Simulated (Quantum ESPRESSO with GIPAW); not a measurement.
# 13C assignment in C2H3

The values are calculated: DFT, PBEsol, plane-wave PAW (pslibrary 1.0.0 recipes), scalar-relativistic, GIPAW shieldings (Quantum ESPRESSO with GIPAW, a patched development version). Reference lines, from the same functional and files: 13C: δ = (162.2 − σ), zero at TMS, fitted to 5 measured values, from C, Li2CO3, MgCO3, Na2CO3 and SiC, with a scatter of 0.85 ppm r.m.s., on σ without the shape term. Kinds of site that fitted badly were split off after the misses were seen, so the scatter is that of the points kept. Spans are on the shift scale.

```
CELL_PARAMETERS angstrom
3.57945 -3.22764 0.00000
3.57945 3.22764 0.00000
-0.78189 0.00000 4.00252
ATOMIC_POSITIONS crystal
C 0.72837 0.72837 0.72022
C 0.27163 0.27163 0.27978
C 0.91989 0.91989 0.91642
C 0.08011 0.08011 0.08358
H 0.49041 0.21357 0.22686
H 0.78643 0.50959 0.77314
H 0.50959 0.78643 0.77314
H 0.21357 0.49041 0.22686
H 0.73092 0.73092 0.45044
H 0.26908 0.26908 0.54956
```

The cell is an entry of the Crystallography Open Database; it need not be the form that is stable at ambient conditions. The coordinates shown are those after relaxation (atoms relaxed).

The C sites:

```csv
site,atom no.,atoms in cell,site symmetry,surroundings,bonds (Å)
C(1),1,2,m,CCH3,1.10 to 1.45
C(2),3,2,m,2 C neighbours,1.22 to 1.45
```

The lines, in order of position:

```csv
line,δ_iso (ppm),relative area,span (ppm),skew
A,79.9,1,242.5,0.99
B,-1.9,1,21.3,0.77
```

Simulated spectrum: 13C MAS at 5 kHz, 9.4 T (100.7 MHz), lines broadened by 0.87 ppm; rigid lattice, with dipolar and J couplings left out. Lines over 1.5 % of the strongest (ppm: area): 179.2: 0.09, 129.6: 0.36, 79.9: 0.24, 30.2: 0.11, -1.9: 1.00, -19.5: 0.14, -69.1: 0.04.

Assign each line to a crystallographic site.

The calculated assignment is A is C(2) (2 C neighbours); B is C(1) (CCH3). The bonded neighbours set the region: A with C2; B with CH3.

[Banner, clock, file and message-heading lines were taken out of the pw.x and gipaw.x logs.]

[Logs are printed without paths, hosts, clocks, repeated set-up lines and the standing remarks that a program may print on its own settings, such as how far it seeks lower states.]

[Hosts, paths, dates, database ids (printed as entryN), source tags and the programs' standing remarks are cut or masked in the printed files.]
